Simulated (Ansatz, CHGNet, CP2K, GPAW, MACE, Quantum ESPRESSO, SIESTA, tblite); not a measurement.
## CP2K runs on glassy 77ZrO2-23SiO2 (mol %) (90 atoms)

How do the settings of CP2K change the result for glassy 77ZrO2-23SiO2 (mol %) (90 atoms)? A plane-wave run serves as the yardstick.

Method: the method is named at each step, in CP2K 2026.2.

## 1. The starting structure

The cell holds 90 atoms: 23 Zr, 7 Si and 60 O. Its edges and angles: a = 10.551 Å, b = 10.551 Å, c = 10.551 Å, α = 90.0°, β = 90.0°, γ = 90.0°. 90 atoms (23 Zr, 7 Si, 60 O) placed at random at 4.39 g/cm³, melted at 4000 K for 10 ps at fixed volume with the Morse and Coulomb pair potential with partial charges (Pedone, Malavasi, Menziani, Cormack and Segre, J. Phys. Chem. B 110, 11780 (2006)). Quenched from 1800 K to 300 K at 50 K/ps and fixed volume, held 10 ps at zero pressure, then minimised at fixed cell. Then every atom was moved at random, 0.03 Å r.m.s. a Cartesian component.

The yardstick, on the same geometry:

```
method                                           : Kohn-Sham DFT, PBE, PAW, plane waves (Ansatz 0.2.0); cutoff 420 eV, Γ point, fermi-dirac smearing of 0.05 eV; PAW set soft_2
r.m.s. force component                           : 1.312 eV/Å
longest force                                    : 7.248 eV/Å
pressure                                         : 2.785 GPa
gap (highest filled to lowest empty level) : 3.209 eV
SCF cycles                                       : 10
time                                             : 24 s on 4 threads of Arm Neoverse V1, shared host
CPU time                                         : 89 s
```

## 2. PBE, DZVP-MOLOPT-SR, 600/50 Ry, diagonalisation

Method: Kohn-Sham DFT, PBE, GTH-PBE pseudopotentials, Gaussian and plane waves, DZVP-MOLOPT-SR-GTH, diagonalisation.

Input file input.inp:

```
&GLOBAL
  PROJECT cell
  RUN_TYPE ENERGY_FORCE
  PRINT_LEVEL LOW
&END GLOBAL
&FORCE_EVAL
  METHOD QS
  STRESS_TENSOR ANALYTICAL
  &DFT
    BASIS_SET_FILE_NAME BASIS_MOLOPT
    POTENTIAL_FILE_NAME GTH_POTENTIALS
    &MGRID
      CUTOFF 600
      REL_CUTOFF 50
      NGRIDS 5
    &END MGRID
    &QS
      EPS_DEFAULT 1.0E-12
    &END QS
    &SCF
      SCF_GUESS ATOMIC
      EPS_SCF 5.0E-06
      MAX_SCF 200
      ADDED_MOS 14
      &DIAGONALIZATION
        ALGORITHM STANDARD
      &END DIAGONALIZATION
      &SMEAR ON
        METHOD FERMI_DIRAC
        ELECTRONIC_TEMPERATURE [K] 580
      &END SMEAR
      &MIXING
        METHOD BROYDEN_MIXING
        ALPHA 0.3
        NBROYDEN 12
      &END MIXING
      &PRINT
        &RESTART OFF
        &END RESTART
      &END PRINT
    &END SCF
    &XC
      &XC_FUNCTIONAL PBE
      &END XC_FUNCTIONAL
    &END XC
    &PRINT
      &MULLIKEN ON
      &END MULLIKEN
      &HIRSHFELD ON
        SHAPE_FUNCTION DENSITY
      &END HIRSHFELD
      &MO ON
        EIGENVALUES T
        OCCUPATION_NUMBERS T
        MO_INDEX_RANGE 321 344
        &EACH
          QS_SCF 0
        &END EACH
        ADD_LAST NUMERIC
      &END MO
    &END PRINT
  &END DFT
  &SUBSYS
    &CELL
      A 10.55091 0.00000 0.00000
      B 0.00000 10.55091 0.00000
      C 0.00000 0.00000 10.55091
    &END CELL
    &COORD
      Zr 1.36560 6.98196 1.93947
      Zr 10.29463 2.10638 3.37925
      Zr 2.44232 5.41346 5.24612
      Zr 4.57667 6.88816 2.91258
      Zr 0.90970 10.43295 1.19384
      Zr 6.65488 6.36146 5.46115
      Zr 4.04448 6.47256 7.92468
      Zr 9.95510 3.73323 6.62059
      Zr 9.71412 7.46540 6.57068
      Zr 9.76993 7.89176 10.17350
      Zr 6.86231 8.69268 7.86908
      Zr 3.83779 4.46388 0.57650
      Zr 4.07497 8.87363 10.45901
      Zr 4.51579 9.79800 5.33749
      Zr 8.30462 0.48640 5.75056
      Zr 1.82109 8.86287 7.54559
      Zr 8.50762 6.37834 2.94571
      Zr 4.87610 1.07271 7.93312
      Zr 0.61828 4.10874 0.43586
      Zr 6.40693 6.43067 10.43158
      Zr 10.24757 1.51690 8.88904
      Zr 8.15701 3.61791 0.39070
      Zr 6.72283 9.11852 2.60407
      Si 4.33632 2.43093 4.61138
      Si 2.43631 3.44835 8.17833
      Si 0.96277 9.66843 4.57371
      Si 6.73792 4.26732 7.81126
      Si 7.24162 3.26097 3.64017
      Si 3.27205 1.27866 2.05110
      Si 8.45212 0.44071 0.72664
      O 7.75808 6.87160 7.26103
      O 10.32607 0.35683 4.65010
      O 0.34143 3.31868 4.80003
      O 8.40981 1.67506 10.23850
      O 6.53281 0.09791 6.94988
      O 9.23890 1.75208 7.06763
      O 3.30750 7.42594 1.29312
      O 5.44026 7.72749 8.93662
      O 4.65369 5.89543 4.77355
      O 9.83187 3.46735 1.73784
      O 4.54438 1.35484 5.81482
      O 3.00226 10.45120 1.13538
      O 6.57111 7.09981 3.39359
      O 4.14725 1.40000 3.39739
      O 0.07850 7.79121 8.36044
      O 0.10298 6.13398 0.37160
      O 2.78280 7.17947 6.55845
      O 8.57557 8.13475 1.86224
      O 0.20152 5.70256 6.34405
      O 5.69390 8.17801 6.21828
      O 4.61085 5.37970 9.66368
      O 0.94410 2.97842 7.78341
      O 7.03081 4.69178 9.42112
      O 9.52009 10.07506 10.35044
      O 2.27119 4.11032 9.69797
      O 8.67897 9.36214 6.89523
[... 30 atom lines left out ...]
      O 2.48569 10.05407 4.94247
      O 5.71237 5.26311 7.16839
      O 3.74336 9.96027 7.26662
      O 0.99105 10.53793 8.34260
    &END COORD
    &KIND Zr
      BASIS_SET DZVP-MOLOPT-SR-GTH-q12
      POTENTIAL GTH-PBE-q12
    &END KIND
    &KIND Si
      BASIS_SET DZVP-MOLOPT-SR-GTH-q4
      POTENTIAL GTH-PBE-q4
    &END KIND
    &KIND O
      BASIS_SET DZVP-MOLOPT-SR-GTH-q6
      POTENTIAL GTH-PBE-q6
    &END KIND
  &END SUBSYS
  &PRINT
    &FORCES ON
    &END FORCES
    &STRESS_TENSOR ON
    &END STRESS_TENSOR
  &END PRINT
&END FORCE_EVAL
```

The run is started by

```console
$ OMP_NUM_THREADS=1 mpirun -np 4 cp2k.psmp -i input.inp > output.txt
```

Numbers of over 12 decimals in the logs are rounded to 6 here.

The program printed:

```text
CP2K| version string:                                       CP2K version 2026.2
 CP2K| Input file name                                                 input.inp
 GLOBAL| Basis set file name                                        BASIS_MOLOPT
 GLOBAL| Potential file name                                      GTH_POTENTIALS
 GLOBAL| Run type                                                   ENERGY_FORCE
 GLOBAL| Total number of message passing processes                             4
 GLOBAL| Number of threads for this process                                    1
 TOTAL NUMBERS AND MAXIMUM NUMBERS
  Total number of            - Atomic kinds:                                   3
                             - Atoms:                                         90
                             - Shell sets:                                    90
                             - Shells:                                       519
                             - Primitive Cartesian functions:                489
                             - Cartesian basis functions:                   1651
                             - Spherical basis functions:                   1469
  Maximum angular momentum of- Orbital basis functions:                        3
                             - Local part of the GTH pseudopotential:          2
                             - Non-local part of the GTH pseudopotential:      4
 SCF PARAMETERS         Density guess:                                    ATOMIC
                        max_scf:                                             200
                        eps_scf:                                        5.00E-06
                        added MOs                                        14    0
                        Mixing method:                            BROYDEN_MIXING
                                                charge density mixing in g-space
                        Smear method:                                FERMI_DIRAC
                        Electronic temperature [K]:                        580.0
                        Electronic temperature [a.u.]:                  1.84E-03
                        Accuracy threshold:                             1.00E-10
 Extrapolation method: initial_guess
 Number of electrons:                                                        664
 Number of occupied orbitals:                                                332
 Number of molecular orbitals:                                               346
 Number of orbital functions:                                               1469
 Number of independent orbital functions:                                   1469
 SCF WAVEFUNCTION OPTIMIZATION
  Step     Update method      Time    Convergence         Total energy    Change
     1 NoMix/Diag. 0.30E+00    6.3     1.97132093     -2082.3385434979 -2.08E+03
     2 Broy./Diag. 0.30E+00    8.6     0.40141828     -1993.1056938704  8.92E+01
     3 Broy./Diag. 0.30E+00    8.6     0.08885901     -2073.7379909335 -8.06E+01
     4 Broy./Diag. 0.30E+00    8.6     0.02458985     -2082.4818339291 -8.74E+00
[...]
14 Broy./Diag. 0.30E+00    8.6     0.00000756     -2079.1837458452 -9.10E-04
    15 Broy./Diag. 0.30E+00    8.6     0.00000222     -2079.1839393248 -1.93E-04
  *** SCF run converged in    15 steps ***
  Electronic density on regular grids:       -664.0000000000        0.0000000000
  Core density on regular grids:              663.9999999996       -0.0000000004
  Total charge density on r-space grids:       -0.0000000004
  Total charge density g-space grids:          -0.0000000004
  Overlap energy of the core charge distribution:               8.3279e-07
  Self energy of the core charge distribution:              -4551.246351
  Core Hamiltonian energy:                                   1172.199602
  Hartree energy:                                            1659.031750
  Exchange-correlation energy:                               -359.168941
  Electronic entropic energy:                                  -1e-14
  Fermi energy:                                                 0.276008
  Total energy:                                             -2079.183939
  Total energy (extrapolated to T->0):                      -2079.183939
 MO| EIGENVALUES AND OCCUPATION NUMBERS
 MO|
 MO|  Index      Eigenvalue [a.u.]        Eigenvalue [eV]             Occupation
 MO|    321               0.196792               5.354987               2.000000
 MO|    322               0.197643               5.378126               2.000000
 MO|    323               0.199371               5.425173               2.000000
[...]
MO|    343               0.353068               9.607456               0.000000
 MO|    344               0.354759               9.653487               0.000000
 MO| Sum:                                                             664.000000
 MO| E(Fermi):            0.276008 a.u.          7.510568 eV
 !-----------------------------------------------------------------------------!
                     Mulliken Population Analysis
 #  Atom  Element  Kind  Atomic population                           Net charge
       1     Zr       1         10.873387                              1.126613
       2     Zr       1         10.694974                              1.305026
       3     Zr       1         10.643572                              1.356428
[...]
89     O        3          6.592143                             -0.592143
      90     O        3          6.559651                             -0.559651
 # Total charge                            664.000000                 -0.000000
 !-----------------------------------------------------------------------------!
 !-----------------------------------------------------------------------------!
                           Hirshfeld Charges
  #Atom  Element  Kind  Ref Charge     Population                    Net charge
      1       Zr     1      12.000         11.375                         0.625
      2       Zr     1      12.000         11.288                         0.712
      3       Zr     1      12.000         11.202                         0.798
[...]
89       O      3       6.000          6.351                        -0.351
     90       O      3       6.000          6.364                        -0.364
  Total Charge                                                            0.001
 !-----------------------------------------------------------------------------!
 ENERGY| Total FORCE_EVAL ( QS ) energy [hartree]          -2079.183981
 FORCES| Atomic forces [hartree/bohr]
 FORCES|   Atom     x               y               z               |f|
 FORCES|      1 -9.28416356E-03 -2.01628624E-03  1.59839795E-02   1.85943192E-02
 FORCES|      2  2.14380503E-02 -5.57774364E-03 -2.83780371E-03   2.23328090E-02
 FORCES|      3  1.51227953E-02  4.56738023E-03 -1.85270302E-02   2.43477052E-02
[...]
FORCES|     89 -1.37861815E-02 -2.24360650E-02  2.66830439E-03   2.64680121E-02
 FORCES|     90 -4.76889563E-03 -4.44951553E-03 -2.11712240E-03   6.85731444E-03
 FORCES| Sum     2.56492113E-03 -7.17818336E-03  3.91676115E-03
 FORCES| Total atomic force                                       8.57007320E-03
 STRESS| Analytical stress tensor [bar]
 STRESS|                        x                   y                   z
 STRESS|      x        3.43544359736E+04   1.36775414687E+04   1.78189318747E+04
 STRESS|      y        1.36775414687E+04   1.16935707764E+04   5.26601132985E+02
 STRESS|      z        1.78189318747E+04   5.26601132985E+02   3.26682777892E+04
 STRESS| 1/3 Trace                                             2.62387615131E+04
```

It took 2.7 min on 4 MPI ranks of Arm Neoverse V1, shared host; peak memory 6.2 GiB; 11 min of CPU time.

Banners, paths, timers and routine set-up lines are dropped from the logs unmarked, and long logs keep their key lines alone; longer cuts are marked.

Numbers from this run, and their distance from the reference:

| Quantity | Value |
| --- | --- |
| r.m.s. force component | 1.309 eV/Å |
| r.m.s. difference of force components | 63.05 meV/Å |
| longest difference of force vectors | 271.3 meV/Å |
| force difference over r.m.s. force | 4.807 % |
| slope of forces against the reference's | 0.9968 |
| correlation of force components | 0.9988 |
| gap (highest filled to lowest empty level) | 3.109 eV |
| gap difference | -0.1003 eV |
| pressure | 2.624 GPa |
| pressure difference | -0.1608 GPa |

Length of the force difference by element (eV/Å):

```csv
element,atoms,mean,most
O,60,0.090,0.20
Si,7,0.19,0.27
Zr,23,0.087,0.17
```

Levels nearest the highest filled one (eV from it): -0.58, -0.55, -0.51, -0.46, -0.42, -0.39, -0.28, -0.23, -0.12, -0.05, -0.01, 0.00, 3.11, 3.16, 3.25, 3.35, 3.41, 3.44, 3.49, 3.50, 3.53, 3.60, 3.67, 3.72.

Local excerpt of 11 atoms (numbers count through the whole input) about O84, picked at random; x, y, z are measured from there.

```csv
atom,x,y,z,distance (Å),bonds,Hirshfeld charge (e),Fx,Fy,Fz (eV/Å)
O84,0.00,0.00,0.00,0.00,3,-0.35,-0.12,-0.50,-0.66
Zr14,-0.25,0.85,1.84,2.04,7,0.72,0.34,1.27,-0.02
Zr4,-0.19,-2.06,-0.58,2.15,7,0.62,-1.72,0.13,0.45
Zr23,1.96,0.17,-0.89,2.16,6,0.69,1.87,0.54,1.30
O43,1.81,-1.85,-0.10,2.59,4,-0.32,-0.30,0.61,0.60
O69,2.23,1.28,0.87,2.72,3,-0.36,0.02,-0.45,-0.77
O58,0.96,-0.86,-2.47,2.78,4,-0.32,-0.56,0.33,0.02
O87,-2.28,1.10,1.45,2.92,2,-0.32,1.00,-0.10,0.44
O50,0.93,-0.77,2.72,2.98,3,-0.31,-0.23,-0.96,-0.31
O37,-1.46,-1.52,-2.20,3.05,3,-0.35,0.21,0.53,-0.34
O44,-0.62,3.00,-0.10,3.06,2,-0.25,0.22,-2.17,-1.11
```

Forces lie 4.8 % from the reference's, at 7.4 times its CPU time.

[end of part 1 of 2]

[Also dropped from logs without a mark: logging warnings of Python, and SIESTA's first energy breakdown and zero terms.]

[Logs are printed without paths, hosts, clocks, repeated set-up lines and the standing remarks that a program may print on its own settings, such as how far it seeks lower states.]

[Hosts, paths, dates, database ids (printed as entryN), source tags and the programs' standing remarks are cut or masked in the printed files.]
